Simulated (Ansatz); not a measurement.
# AlAs wire along [100], 14 atoms a period, H-terminated: bands under strain, part 3 of 3

Aim: is the AlAs wire along [100], 14 atoms a period, H-terminated a metal or a semiconductor?

Ansatz 0.2.0; DFT PBE, plane waves, PAW; relaxation of a wire's period (the session's first sound run).

So far, band gap (eV): step 3 (bands of the perfect wire) 3.09; step 4 (relaxing the atoms, period over the relaxed period 0.96, k-mesh …) 3.05; step 5 (relaxing the atoms, period over the relaxed period 0.98, k-mesh …) 3.07.

**6. At a strained period, period over the relaxed period 1.02, k-mesh 1×1×10**

Level of this step: DFT PBE, plane waves, PAW; relaxation at a fixed period (Ansatz).

The period is set to 1.02 times the relaxed one and the atoms relax within it: strain changes bond lengths and angles, which shifts the bands against each other. Against the first PBE run of this kind, the mesh along the wire has 10 points against 14.

The cell differs from the one that the last finished run ended in (c 5.778 → 6.014 Å).

File input.yaml:

```yaml
crystal:
  lattice:
    - [15.764, 0.0, 0.0]
    - [0.0, 15.764, 0.0]
    - [0.0, 0.0, 6.0135866252]
  atoms:
    - { symbol: Al, position: [0.263792381, 0.655146625, 0.928746022] }
    - { symbol: Al, position: [0.450331267, 0.456121353, 0.007328773] }
    - { symbol: Al, position: [0.636495168, 0.642124614, 0.039199335] }
    - { symbol: H, position: [0.317236789, 0.315897382, 0.117917343] }
    - { symbol: H, position: [0.414253015, 0.781953696, 0.166067601] }
    - { symbol: H, position: [0.181607014, 0.618351626, 0.048879849] }
    - { symbol: H, position: [0.694018904, 0.707193236, 0.17755262] }
    - { symbol: As, position: [0.371200412, 0.368329591, 0.279619063] }
    - { symbol: As, position: [0.355552456, 0.713031446, 0.254807091] }
    - { symbol: As, position: [0.54498658, 0.545196346, 0.256153743] }
    - { symbol: H, position: [0.203329386, 0.501941613, 0.384750266] }
    - { symbol: H, position: [0.538068889, 0.22846032, 0.315153141] }
    - { symbol: H, position: [0.703947973, 0.399863227, 0.349757093] }
    - { symbol: H, position: [0.305060829, 0.768320297, 0.416192314] }
    - { symbol: Al, position: [0.264899759, 0.443053137, 0.531319612] }
    - { symbol: Al, position: [0.464038138, 0.261894343, 0.478502179] }
    - { symbol: Al, position: [0.44646202, 0.623647114, 0.50473156] }
    - { symbol: Al, position: [0.634586269, 0.449786378, 0.49411603] }
    - { symbol: H, position: [0.606251678, 0.762689559, 0.587271058] }
    - { symbol: H, position: [0.783217624, 0.596117687, 0.654817511] }
    - { symbol: H, position: [0.230646463, 0.373991399, 0.707679765] }
    - { symbol: H, position: [0.40757398, 0.199059005, 0.627997802] }
    - { symbol: As, position: [0.358030509, 0.543128409, 0.762540099] }
    - { symbol: As, position: [0.536436176, 0.369234131, 0.739055953] }
    - { symbol: As, position: [0.54619287, 0.713736567, 0.740369392] }
    - { symbol: As, position: [0.713328495, 0.54576069, 0.770104805] }
    - { symbol: H, position: [0.260382528, 0.734451653, 0.759754309] }
    - { symbol: H, position: [0.501691982, 0.789719741, 0.843932388] }
    - { symbol: H, position: [0.597192878, 0.319760985, 0.889995639] }
    - { symbol: H, position: [0.769834846, 0.490117229, 0.915687647] }
kpoints:
  mp_grid: { grid: [1, 1, 10] }
  band_path: { path: ["Γ", Z], npoints: 90 }
scf:
  occupations: { method: fermi_dirac, width: 0.05 }
hamiltonian:
  xc: pbe
relax:
  max_steps: 40
  f_tol: 0.02
output:
  stress: true
```

Run with:

```sh
$ ansatz run input.yaml --threads 4 --pin off --max-ram 16384MiB --backend cpu --events-out ev --progress --plain --runs-dir out
```

Numbers of over 12 decimals in the logs are rounded to 6 here.

The program printed:

```text
[...]
Crystal: 30 atoms, lattice volume = 1494.399 Å³
Basis set: ecut = 420 eV, 29181 PW (Γ), exchange–correlation on 216×216×90 points (8 copies of the dense FFT grid, shifted against one another)
Bands: 101, of which v1, the nominal top of the filled ones, is band 71 counted from 1 (70 counted from 0)
Symmetry: 1 space group operations
[...]
- { symbol: As, position: [0.359889, 0.539846, 0.767711] }
    - { symbol: As, position: [0.537453, 0.368911, 0.741693] }
    - { symbol: As, position: [0.543036, 0.711251, 0.745607] }
    - { symbol: As, position: [0.711266, 0.546526, 0.772477] }
    - { symbol: H, position: [0.271700, 0.735438, 0.766723] }
    - { symbol: H, position: [0.494055, 0.784046, 0.849106] }
    - { symbol: H, position: [0.599921, 0.318727, 0.883043] }
    - { symbol: H, position: [0.768979, 0.490671, 0.911311] }
[key lines of the parts left out:]
SCF converged after 2 iterations
Free energy (F): -38010.015371 eV
Fermi energy:    -1.728333 eV
P = ⅓ Tr σ = -0.0414 GPa (-0.414 kbar)
```

Run time: 9.2 min. Hardware: 4 threads of Arm Neoverse V1, shared host; peak memory 7.7 GiB.

Step by step:

```
step  energy less that of the first step (eV)  largest force component (eV/Å)
   1                                   0.0000                          0.1574
   2                                  -0.0315                          0.0955
   3                                  -0.0364                          0.0246
   4                                  -0.0371                          0.0108
   5                                  -0.0376                          0.0186
   6                                  -0.0382                          0.0237
   7                                  -0.0389                          0.0180
   8                                  -0.0389                          0.0180
   9                                  -0.0394                          0.0289
  10                                  -0.0398                          0.0483
  11                                  -0.0400                          0.0509
  12                                  -0.0406                          0.0462
  13                                  -0.0411                          0.0312
  14                                  -0.0414                          0.0177
  15                                  -0.0414                          0.0177
```

The atoms that moved most (Å):

```
atom      dx      dy      dz  length
 H11   0.274   0.261  -0.154   0.408
 H21  -0.225   0.154  -0.256   0.374
 H27   0.178   0.016   0.042   0.184
  H6  -0.033   0.034  -0.155   0.162
Al15   0.034   0.110  -0.104   0.155
 H28  -0.120  -0.089   0.031   0.153
 H14  -0.065  -0.118   0.005   0.135
 H19  -0.059   0.028   0.100   0.120
```

Final coordinates:

```xyz
30
Lattice="15.7640 0.0000 0.0000 0.0000 15.7640 0.0000 0.0000 0.0000 6.0136" Properties=species:S:1:pos:R:3
Al    4.2081   10.3117    5.5708
Al    7.1230    7.1515    0.0661
Al    9.9944   10.1059    0.2452
H     5.0180    4.9431    0.7882
H     6.4965   12.2607    1.0859
H     2.8295    9.7821    0.1393
H    10.9006   11.1510    1.0365
As    5.8840    5.7961    1.7048
As    5.5784   11.1476    1.5671
As    8.5876    8.5666    1.5585
H     3.4789    8.1738    2.1596
H     8.5174    3.6179    1.9500
H    11.1148    6.2994    2.1772
H     4.7437   11.9939    2.5083
Al    4.2095    7.0945    3.0911
Al    7.3410    4.1310    2.9081
Al    7.0327    9.7767    3.0569
Al   10.0040    7.0938    2.9977
H     9.4981   12.0511    3.6320
H    12.2997    9.4378    3.9755
H     3.4109    6.0494    3.9996
H     6.4427    3.1312    3.7685
As    5.6733    8.5101    4.6167
As    8.4724    5.8155    4.4602
As    8.5604   11.2122    4.4838
As   11.2124    8.6154    4.6454
H     4.2831   11.5934    4.6108
H     7.7883   12.3597    5.1062
H     9.4572    5.0244    5.3103
H    12.1222    7.7349    5.4802
```

The electronic bands at the labelled points (eV, zero at the Fermi level; v1 is the highest filled band, c1 the lowest empty one):

```
  point     v4     v3     v2     v1    c1    c2    c3    c4
      Γ  -1.97  -1.84  -1.63  -1.59  1.54  1.82  1.94  2.14
halfway  -2.02  -1.84  -1.70  -1.67  1.73  1.89  2.04  2.13
      Z  -2.04  -1.93  -1.85  -1.78  1.68  2.01  2.05  2.25
```

The gap is 3.14 eV, against 3.09 eV under PBE at the relaxed period.

**7. Strain along the wire, period over the relaxed period 1.04, k-mesh 1×1×10**

The period is set to 1.04 times the relaxed one and the atoms relax within it: strain changes bond lengths and angles, which shifts the bands against each other. Against the first PBE run of this kind, the mesh along the wire has 10 points against 14.

The cell differs from the one that the last finished run ended in (c 6.014 → 6.132 Å).

input.yaml: that of step 6 with these lines changed.

```diff
@@ -4,3 +4,3 @@
     - [0.0, 15.764, 0.0]
-    - [0.0, 0.0, 6.0135866252]
+    - [0.0, 0.0, 6.1315000885]
   atoms:
```

The program printed:

```text
[...]
Crystal: 30 atoms, lattice volume = 1523.700 Å³
Basis set: ecut = 420 eV, 29837 PW (Γ), exchange–correlation on 216×216×90 points (8 copies of the dense FFT grid, shifted against one another)
Bands: 101, of which v1, the nominal top of the filled ones, is band 71 counted from 1 (70 counted from 0)
Symmetry: 1 space group operations
[...]
- { symbol: As, position: [0.362348, 0.535378, 0.770945] }
    - { symbol: As, position: [0.539746, 0.368324, 0.742057] }
    - { symbol: As, position: [0.538881, 0.708907, 0.750742] }
    - { symbol: As, position: [0.709203, 0.547968, 0.773267] }
    - { symbol: H, position: [0.285630, 0.735369, 0.773864] }
    - { symbol: H, position: [0.484543, 0.777210, 0.854766] }
    - { symbol: H, position: [0.603617, 0.317023, 0.873684] }
    - { symbol: H, position: [0.768365, 0.492293, 0.905863] }
[key lines of the parts left out:]
SCF converged after 6 iterations
Free energy (F): -38009.993830 eV
Fermi energy:    -1.766473 eV
P = ⅓ Tr σ = -0.0699 GPa (-0.699 kbar)
```

It took 10 min on 4 threads; peak memory 7.8 GiB.

The steps of the relaxation:

```
step  energy less that of the first step (eV)  largest force component (eV/Å)
   1                                   0.0000                          0.3111
   2                                  -0.1220                          0.2017
   3                                  -0.1415                          0.0512
   4                                  -0.1440                          0.0193
   5                                  -0.1455                          0.0289
   6                                  -0.1471                          0.0369
   7                                  -0.1491                          0.0318
   8                                  -0.1507                          0.0559
   9                                  -0.1521                          0.0902
  10                                  -0.1526                          0.1055
  11                                  -0.1549                          0.0961
  12                                  -0.1563                          0.0563
  13                                  -0.1586                          0.0282
  14                                  -0.1597                          0.0301
  15                                  -0.1604                          0.0488
  16                                  -0.1609                          0.0301
  17                                  -0.1611                          0.0080
  18                                  -0.1612                          0.0085
```

The atoms that moved most (Å):

```
atom      dx      dy      dz  length
 H11   0.675   0.524  -0.313   0.910
 H21  -0.431   0.396  -0.619   0.852
 H27   0.398   0.014   0.087   0.408
 H14  -0.201  -0.347   0.037   0.403
Al15   0.116   0.235  -0.244   0.358
 H28  -0.270  -0.197   0.066   0.341
  H6  -0.024   0.079  -0.329   0.340
  H5  -0.142  -0.064   0.257   0.300
```

The relaxed structure:

```xyz
30
Lattice="15.7640 0.0000 0.0000 0.0000 15.7640 0.0000 0.0000 0.0000 6.1315" Properties=species:S:1:pos:R:3
Al    4.2933   10.2911    5.6628
Al    7.1671    7.1020    0.0777
Al    9.9488   10.0955    0.2517
H     5.0402    4.9055    0.8626
H     6.3885   12.2626    1.2751
H     2.8385    9.8269   -0.0296
H    10.8523   11.1598    1.0197
As    5.9311    5.7720    1.7414
As    5.5444   11.0475    1.6373
As    8.5901    8.5380    1.5998
H     3.8799    8.4365    2.0460
H     8.4868    3.5188    2.1115
H    11.1469    6.3065    2.2782
H     4.6075   11.7651    2.5892
Al    4.2918    7.2190    3.0138
Al    7.3279    4.1202    3.0375
Al    7.0302    9.7165    3.1316
Al   10.0174    7.1034    3.0698
H     9.4097   12.0990    3.8157
H    12.2498    9.4944    4.0852
H     3.2046    6.2919    3.7206
H     6.3715    3.1988    3.9232
As    5.7121    8.4397    4.7270
As    8.5085    5.8063    4.5499
As    8.4949   11.1752    4.6032
As   11.1799    8.6382    4.7413
H     4.5027   11.5924    4.7449
H     7.6383   12.2519    5.2410
H     9.5154    4.9975    5.3570
H    12.1125    7.7605    5.5543
```

Electronic bands along the path, in eV, zero at the Fermi level; v1 is the highest filled band, c1 the lowest empty one:

```
  point     v4     v3     v2     v1    c1    c2    c3    c4
      Γ  -1.98  -1.88  -1.67  -1.61  1.58  1.80  1.95  2.09
halfway  -2.04  -1.90  -1.72  -1.68  1.71  1.88  2.02  2.14
      Z  -2.08  -2.01  -1.85  -1.81  1.68  1.95  1.99  2.18
```

The gap is 3.19 eV, against 3.09 eV under PBE at the relaxed period.

**8. At a strained period, period over the relaxed period 1.06, k-mesh 1×1×10**

The period is set to 1.06 times the relaxed one and the atoms relax within it: strain changes bond lengths and angles, which shifts the bands against each other. Against the first PBE run of this kind, the mesh along the wire has 10 points against 14.

The cell differs from the one that the last finished run ended in (c 6.132 → 6.249 Å).

input.yaml: that of step 7 with these lines changed.

```diff
@@ -4,3 +4,3 @@
     - [0.0, 15.764, 0.0]
-    - [0.0, 0.0, 6.1315000885]
+    - [0.0, 0.0, 6.2494135517]
   atoms:
```

The program printed:

```text
[...]
Crystal: 30 atoms, lattice volume = 1553.002 Å³
Basis set: ecut = 420 eV, 30381 PW (Γ), exchange–correlation on 216×216×90 points (8 copies of the dense FFT grid, shifted against one another)
Bands: 101, of which v1, the nominal top of the filled ones, is band 71 counted from 1 (70 counted from 0)
Symmetry: 1 space group operations
[...]
- { symbol: As, position: [0.364096, 0.534594, 0.770098] }
    - { symbol: As, position: [0.538959, 0.369087, 0.741860] }
    - { symbol: As, position: [0.537322, 0.707204, 0.751917] }
    - { symbol: As, position: [0.707387, 0.547781, 0.772586] }
    - { symbol: H, position: [0.293596, 0.736873, 0.779973] }
    - { symbol: H, position: [0.479898, 0.772906, 0.854045] }
    - { symbol: H, position: [0.603886, 0.316556, 0.864465] }
    - { symbol: H, position: [0.766325, 0.490993, 0.900421] }
[key lines of the parts left out:]
SCF converged after 6 iterations
Free energy (F): -38009.945053 eV
Fermi energy:    -1.819580 eV
P = ⅓ Tr σ = -0.1230 GPa (-1.230 kbar)
```

The job ended after 9.5 min (4 threads; peak memory 8 GiB).

Electronic bands along the path, in eV, zero at the Fermi level; v1 is the highest filled band, c1 the lowest empty one:

```
  point     v4     v3     v2     v1    c1    c2    c3    c4
      Γ  -1.98  -1.88  -1.69  -1.62  1.60  1.81  1.94  2.08
halfway  -2.02  -1.92  -1.74  -1.68  1.70  1.86  1.99  2.14
      Z  -2.10  -2.02  -1.87  -1.81  1.66  1.88  1.93  2.12
```

The gap is 3.22 eV, against 3.09 eV under PBE at the relaxed period.

**9. Side by side**

Times are for 4 threads of Arm Neoverse V1, shared host. Results by setting:

```
no.  period over the relaxed period  k-mesh  pressure (GPa)  band gap (eV)     time  memory (GiB)
  1                            0.96  1×1×11         0.06998          3.049  6.5 min           7.3
  2                            0.98  1×1×11         0.03821          3.072  6.6 min           7.4
  3                            1.02  1×1×10        -0.04139          3.136  9.2 min           7.7
  4                            1.04  1×1×10        -0.06991          3.192   10 min           7.8
  5                            1.06  1×1×10         -0.1230          3.218  9.5 min           8.0
```

**10. What came out**

| Property | Result |
| --- | --- |
| cell length, PBE | 5.896 Å |
| gap, PBE | 3.09 eV |
| gap, period scaled by 0.96 | 3.05 eV |
| gap, period scaled by 0.98 | 3.07 eV |
| gap, period scaled by 1.02 | 3.14 eV |
| gap, period scaled by 1.04 | 3.19 eV |
| gap, period scaled by 1.06 | 3.22 eV |

**Reading.** Under PBE the cell's length is 5.90 Å, and a gap of 3.09 eV makes it a semiconductor. Strain matters: under PBE the gap goes from 3.09 eV to 3.05 eV at 0.96 times the period, 3.07 eV at 0.98 times the period, 3.14 eV at 1.02 times the period, 3.19 eV at 1.04 times the period and 3.22 eV at 1.06 times the period. Plain hydrogen on a compound's surface is a simple closure: it may leave surface states, and facets that end in unlike atoms put a field across the wire, both of which shrink the gap.

[Logs are printed without paths, hosts, clocks, repeated set-up lines and the standing remarks that a program may print on its own settings, such as how far it seeks lower states.]

[Hosts, paths, dates, database ids (printed as entryN), source tags and the programs' standing remarks are cut or masked in the printed files.]
